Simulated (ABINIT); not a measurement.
**Quasiparticle gap of SrTiO3 (Tausonite) in ABINIT**

How does a plane-wave GW calculation on SrTiO3 (Tausonite) run from the first input to the gap?

Main program and level: ABINIT 10.8.3; LDA and many-body steps on it, plane waves.

**What was measured.**

- Gap 3.77 eV: direct gap (M0 critical point); spectroscopic ellipsometry, second-derivative fit; 300 K; bulk crystal (commercial single crystal) (“Optical probe of ferroelectric order in bulk and thin film perovskite titanates”, 2013, arxiv:1309.1245).

## 1. The starting structure

It takes space group Pm-3m (No. 221, cubic). The conventional cell has a = 3.905 Å, b = 3.905 Å, c = 3.905 Å, α = 90.00°, β = 90.00°, γ = 90.00°. Nearest to Sr lie 12 O at 2.76 Å. Nearest to Ti lie 6 O at 1.95 Å. Nearest to O lie 2 Ti at 1.95 Å and 4 Sr at 2.76 Å. Farther neighbours and most contacts between anions are not listed.

Coordinates:

```cif
data_structure
_symmetry_space_group_name_H-M 'Pm-3m'
_symmetry_Int_Tables_number 221
_cell_length_a 3.9053
_cell_length_b 3.9053
_cell_length_c 3.9053
_cell_angle_alpha 90.000
_cell_angle_beta 90.000
_cell_angle_gamma 90.000
_cell_volume 59.56
loop_
_atom_site_label
_atom_site_type_symbol
_atom_site_symmetry_multiplicity
_atom_site_Wyckoff_symbol
_atom_site_fract_x
_atom_site_fract_y
_atom_site_fract_z
_atom_site_occupancy
Sr1 Sr 1 b 0.50000 0.50000 0.50000 1
Ti1 Ti 1 a 0.00000 0.00000 0.00000 1
O1 O 3 d 0.50000 0.00000 0.00000 1
```

The cell and positions come from the Crystallography Open Database and are kept as given unless a step says otherwise.

## 2. Ground state

This step: ABINIT 10.8.3; DFT, LDA, plane waves, norm-conserving pseudopotentials.

The ground-state density comes first.

File run.abi:

```
acell 3*1.0 Angstrom
rprim 
  3.905280000000 0.000000000000 0.000000000000
  0.000000000000 3.905280000000 0.000000000000
  0.000000000000 0.000000000000 3.905280000000
ntypat 3
znucl 38 22 8
natom 5
typat 1 2 3 3 3
xred 
  0.500000000000 0.500000000000 0.500000000000
  0.000000000000 0.000000000000 0.000000000000
  0.500000000000 0.000000000000 0.000000000000
  0.000000000000 0.500000000000 0.000000000000
  0.000000000000 0.000000000000 0.500000000000
pp_dirpath "pseudos"
pseudos "Sr.upf, Ti.upf, O.upf"
ecut 38
ngkpt 6 6 6
nshiftk 1
shiftk 0 0 0
kptopt 1
chksymbreak 0
nband 26
occopt 1
tolvrs 1e-10
nstep 60
prtwf 0
indata_prefix "in"
outdata_prefix "out"
tmpdata_prefix "tmp"
```

Started as:

```
> OMP_NUM_THREADS=1 mpirun -n 4 abinit run.abi > log
```

Numbers of over 12 decimals in the logs are rounded to 6 here.

The log of the run:

```text
.Version 10.8.3 of ABINIT. v10.8.2 released Aug 2026.

 Symmetries : space group Pm -3 m (#221); Bravais cP (primitive cubic)
================================================================================
 Values of the parameters that define the memory need of the present run
     intxc =       0    ionmov =       0      iscf =       7    lmnmax =       6
     lnmax =       6     mgfft =      45  mpssoang =       3    mqgrid =    3001
     natom =       5  nloc_mem =       1    nspden =       1   nspinor =       1
    nsppol =       1      nsym =      48    n1xccc =    2501    ntypat =       3
    occopt =       1   xclevel =       1
-    mband =          26        mffmem =           1         mkmem =           5
       mpw =        4525          nfft =       91125          nkpt =          20
================================================================================
  Rough estimation (10% accuracy) of disk space for files :
================================================================================

--------------------------------------------------------------------------------
------------- Echo of variables that govern the present computation ------------
--------------------------------------------------------------------------------
 -outvars: echo values of preprocessed input variables --------
            acell      1.8897261259E+00  1.8897261259E+00  1.8897261259E+00 Bohr

      chksymbreak           0
             ecut      3.80000000E+01 Hartree
-          fftalg         312

              ixc       -1012
              kpt      0.00000000E+00  0.00000000E+00  0.00000000E+00
                       1.66666667E-01  0.00000000E+00  0.00000000E+00
                       3.33333333E-01  0.00000000E+00  0.00000000E+00
                       5.00000000E-01  0.00000000E+00  0.00000000E+00
                       1.66666667E-01  1.66666667E-01  0.00000000E+00
                       3.33333333E-01  1.66666667E-01  0.00000000E+00
                       5.00000000E-01  1.66666667E-01  0.00000000E+00
                       3.33333333E-01  3.33333333E-01  0.00000000E+00
                       5.00000000E-01  3.33333333E-01  0.00000000E+00
   [... 9 further rows ...]
                       5.00000000E-01  5.00000000E-01  3.33333333E-01
                       5.00000000E-01  5.00000000E-01  5.00000000E-01
         kptrlatt        6    0    0      0    6    0      0    0    6
          kptrlen      4.42794579E+01
P           mkmem           5
            natom           5
            nband          26
            ngfft          45      45      45
             nkpt          20
            nstep          60
             nsym          48
           ntypat           3
              occ      2.000000  2.000000  2.000000  2.000000  2.000000  2.000000
                       2.000000  2.000000  2.000000  2.000000  2.000000  2.000000
                       2.000000  2.000000  2.000000  2.000000  2.000000  2.000000
                       2.000000  2.000000  0.000000  0.000000  0.000000  0.000000
                       0.000000  0.000000
            prtwf           0
            rprim      3.9052800000E+00  0.0000000000E+00  0.0000000000E+00
[...]
spgroup         221

           tolvrs      1.00000000E-10

             xred      5.0000000000E-01  5.0000000000E-01  5.0000000000E-01
[...]
znucl       38.00000   22.00000    8.00000

================================================================================

 chkinp: Checking input parameters for consistency.

================================================================================
== DATASET  1 ==================================================================
-   mpi_nproc: 4, omp_nthreads: 1 (-1 if OMP is not activated)

--- !DatasetInfo
iteration_state: {dtset: 1, }
dimensions: {natom: 5, nkpt: 20, mband: 26, nsppol: 1, nspinor: 1, nspden: 1, mpw: 4525, }
cutoff_energies: {ecut:  38.0, pawecutdg:  -1.0, }
electrons: {nelect:   4.00000000E+01, charge:   0.00000000E+00, occopt:   1.00000000E+00, tsmear:   1.00000000E-02, }

 Real(R)+Recip(G) space primitive vectors, cartesian coordinates (Bohr,Bohr^-1):
 R(1)=  7.3799096  0.0000000  0.0000000  G(1)=  0.1355030  0.0000000  0.0000000
 R(2)=  0.0000000  7.3799096  0.0000000  G(2)=  0.0000000  0.1355030  0.0000000
 R(3)=  0.0000000  0.0000000  7.3799096  G(3)=  0.0000000  0.0000000  0.1355030
 Unit cell volume ucvol=  4.0193251E+02 bohr^3
 Angles (23,13,12)=  9.00000000E+01  9.00000000E+01  9.00000000E+01 degrees

 getcut: wavevector=  0.0000  0.0000  0.0000  ngfft=  45  45  45
         ecut(hartree)=     38.000   => boxcut(ratio)=   2.14855

--- Pseudopotential description ------------------------------------------------
- Sr Generated using ONCVPSP code by D. R. Hamann
- 38.00000  10.00000  180309                  znucl, zion, pspdat
12 -1012 2 -1 1812                            pspcod,pspxc,lmax,lloc,mmax
     nproj     2     2     2
  pspatm : epsatm=   12.22067766
         --- l  ekb(1:nproj) -->
[...]
pspatm: atomic psp has been read  and splines computed

- Ti Generated using ONCVPSP code by D. R. Hamann
- 22.00000  12.00000  180309                  znucl, zion, pspdat
12 -1012 2 -1 1568                            pspcod,pspxc,lmax,lloc,mmax
[...]
ETOT  6  -143.50642019689    -1.113E-02 3.908E-03 1.157E+01
 ETOT  7  -143.50866614843    -2.246E-03 2.700E-03 4.377E-01
 ETOT  8  -143.50875381886    -8.767E-05 1.135E-03 2.198E-03
 ETOT  9  -143.50875430619    -4.873E-07 2.131E-03 1.227E-04
 ETOT 10  -143.50875432576    -1.957E-08 1.201E-03 1.038E-05
 ETOT 11  -143.50875432856    -2.797E-09 1.345E-03 3.008E-07
 ETOT 12  -143.50875432863    -6.975E-11 7.862E-04 5.760E-09
 ETOT 13  -143.50875432863    -3.411E-12 8.203E-04 2.393E-10
 ETOT 14  -143.50875432863     2.871E-12 7.570E-04 2.797E-12

 At SCF step   14       vres2   =  2.80E-12 < tolvrs=  1.00E-10 =>converged.

 Cartesian components of stress tensor (hartree/bohr^3)
  sigma(1 1)=  2.72307087E-04  sigma(3 2)=  0.00000000E+00
  sigma(2 2)=  2.72307087E-04  sigma(3 1)=  0.00000000E+00
  sigma(3 3)=  2.72307087E-04  sigma(2 1)=  0.00000000E+00

--- !ResultsGS
iteration_state: {dtset: 1, }
comment   : Summary of ground state results
lattice_vectors:
- [  7.3799096,   0.0000000,   0.0000000, ]
- [  0.0000000,   7.3799096,   0.0000000, ]
- [  0.0000000,   0.0000000,   7.3799096, ]
lattice_lengths: [   7.37991,    7.37991,    7.37991, ]
lattice_angles: [ 90.000,  90.000,  90.000, ] # degrees, (23, 13, 12)
lattice_volume:   4.0193251E+02
convergence: {deltae:  2.871E-12, res2:  2.797E-12, residm:  7.570E-04, diffor: null, }
etotal    :  -1.43508754E+02
entropy   :   0.00000000E+00
fermie    :   2.40932549E-01
cartesian_stress_tensor: # hartree/bohr^3
- [  2.72307087E-04,   0.00000000E+00,   0.00000000E+00, ]
- [  0.00000000E+00,   2.72307087E-04,   0.00000000E+00, ]
- [  0.00000000E+00,   0.00000000E+00,   2.72307087E-04, ]
pressure_GPa:  -8.0116E+00
xred      :
- [  5.0000E-01,   5.0000E-01,   5.0000E-01, Sr]
- [  0.0000E+00,   0.0000E+00,   0.0000E+00, Ti]
- [  5.0000E-01,   0.0000E+00,   0.0000E+00,  O]
- [  0.0000E+00,   5.0000E-01,   0.0000E+00,  O]
- [  0.0000E+00,   0.0000E+00,   5.0000E-01,  O]
cartesian_forces: # hartree/bohr
- [ -0.00000000E+00,  -0.00000000E+00,  -0.00000000E+00, ]
- [ -0.00000000E+00,  -0.00000000E+00,  -0.00000000E+00, ]
- [ -0.00000000E+00,  -0.00000000E+00,  -0.00000000E+00, ]
- [ -0.00000000E+00,  -0.00000000E+00,  -0.00000000E+00, ]
- [ -0.00000000E+00,  -0.00000000E+00,  -0.00000000E+00, ]
force_length_stats: {min:   0.00000000E+00, max:   0.00000000E+00, mean:   0.00000000E+00, }

 Integrated electronic density in atomic spheres:
 ------------------------------------------------
 Atom  Sphere_radius  Integrated_density
[...]
================================================================================

 ----iterations are completed or convergence reached----

 Mean square residual over all n,k,spin=   75.885E-07; max=  75.695E-05
 reduced coordinates (array xred) for    5 atoms
       0.500000000000      0.500000000000      0.500000000000
       0.000000000000      0.000000000000      0.000000000000
       0.500000000000      0.000000000000      0.000000000000
       0.000000000000      0.500000000000      0.000000000000
       0.000000000000      0.000000000000      0.500000000000
 rms dE/dt=  0.0000E+00; max dE/dt=  0.0000E+00; dE/dt below (all hartree)
    1       0.000000000000      0.000000000000      0.000000000000
    2       0.000000000000      0.000000000000      0.000000000000
    3       0.000000000000      0.000000000000      0.000000000000
    4       0.000000000000      0.000000000000      0.000000000000
    5       0.000000000000      0.000000000000      0.000000000000

 cartesian coordinates (angstrom) at end:
    1      1.952640     1.952640     1.952640
    2      0.000000     0.000000     0.000000
    3      1.952640     0.000000     0.000000
    4      0.000000     1.952640     0.000000
    5      0.000000     0.000000     1.952640

 cartesian forces (hartree/bohr) at end:
[...]
frms,max,avg= 0.0000000E+00 0.0000000E+00   0.000E+00  0.000E+00  0.000E+00 h/b

 cartesian forces (eV/Angstrom) at end:
    1     -0.000000    -0.000000    -0.000000
    2     -0.000000    -0.000000    -0.000000
    3     -0.000000    -0.000000    -0.000000
    4     -0.000000    -0.000000    -0.000000
    5     -0.000000    -0.000000    -0.000000
 frms,max,avg= 0.0000000E+00 0.0000000E+00   0.000E+00  0.000E+00  0.000E+00 e/A
 length scales=  1.889726125908  1.889726125908  1.889726125908 bohr
              =  1.000000000000  1.000000000000  1.000000000000 angstroms
 prteigrs : about to open file out_EIG
 Fermi (or HOMO) energy (hartree) =   0.24093   Average Vxc (hartree)=  -0.44076
 Eigenvalues (hartree) for nkpt=  20  k points:
 kpt#   1, nband= 26, wtk=  0.00463, kpt=  0.0000  0.0000  0.0000 (reduced coord)
  -1.80919   -0.95385   -0.94912   -0.94912   -0.94912   -0.38676   -0.34902   -0.34902
  -0.29337   -0.29337   -0.29337    0.13672    0.13672    0.13672    0.19741    0.19741
   0.19741    0.22778    0.22778    0.22778    0.30738    0.30738    0.30738    0.40330
   0.40330    0.43507
 prteigrs : prtvol=0 or 1, do not print more k-points.

--- !EnergyTerms
iteration_state     : {dtset: 1, }
comment             : Components of total free energy in Hartree
kinetic             :  6.52898392833849E+01
hartree             :  2.99912815935242E+01
xc                  : -2.94187146454116E+01
Ewald energy        : -1.06245779347251E+02
psp_core            :  4.56704211248566E+00
local_psp           : -1.05547081951626E+02
non_local_psp       : -2.14534137373483E+00
total_energy        : -1.43508754328629E+02
total_energy_eV     : -3.90507214371592E+03
band_energy         : -1.23591361591307E+01

 Cartesian components of stress tensor (hartree/bohr^3)
  sigma(1 1)=  2.72307087E-04  sigma(3 2)=  0.00000000E+00
  sigma(2 2)=  2.72307087E-04  sigma(3 1)=  0.00000000E+00
  sigma(3 3)=  2.72307087E-04  sigma(2 1)=  0.00000000E+00

-Cartesian components of stress tensor (GPa)         [Pressure= -8.0116E+00 GPa]
- sigma(1 1)=  8.01155110E+00  sigma(3 2)=  0.00000000E+00
- sigma(2 2)=  8.01155110E+00  sigma(3 1)=  0.00000000E+00
- sigma(3 3)=  8.01155110E+00  sigma(2 1)=  0.00000000E+00

== END DATASET(S) ==============================================================
================================================================================

 -outvars: echo values of variables after computation  --------
           etotal     -1.4350875433E+02
            nband          26
             nkpt          20
          spgroup         221
 [... the other variables as echoed above ...]

 Calculation completed.
```

Elapsed: 40 s, on 4 MPI ranks of Arm Neoverse V1, shared host; peak memory 0.34 GiB.

Numbers from this step:

* total energy: -3905.0721 eV
* gap: 1.808 eV
* k of the valence top: 0.5, 0.5, 0.5
* k of the conduction bottom: 0, 0, 0
* least direct gap: 2.166 eV
* pressure: -8.012 GPa

The gap is indirect, with the least direct gap 0.36 eV higher.

The cutoff was set for levels, not for stress, so the pressure can be off by some GPa.

[end of part 1 of 3]

[Paths, hosts, dates, memory and timing lines, banners, echoed tables and standing remarks are left out of the program output.]

[Logs are printed without paths, hosts, clocks, repeated set-up lines and the standing remarks that a program may print on its own settings, such as how far it seeks lower states.]

[Runs of the session that timed out or met a known fault of the program may be left out.]

[Hosts, paths, dates, database ids (printed as entryN), source tags and the programs' standing remarks are cut or masked in the printed files.]

[G0W0 gaps are taken among the corrected bands and points alone; a level outside them can change the order at an edge.]

[Where Ansatz stands beside ABINIT at settings called matched, ABINIT's density can come from a denser mesh and the files from another edition; pairs whose starting gaps differed by over 0.03 eV were left out, so agreement reads better than it is.]
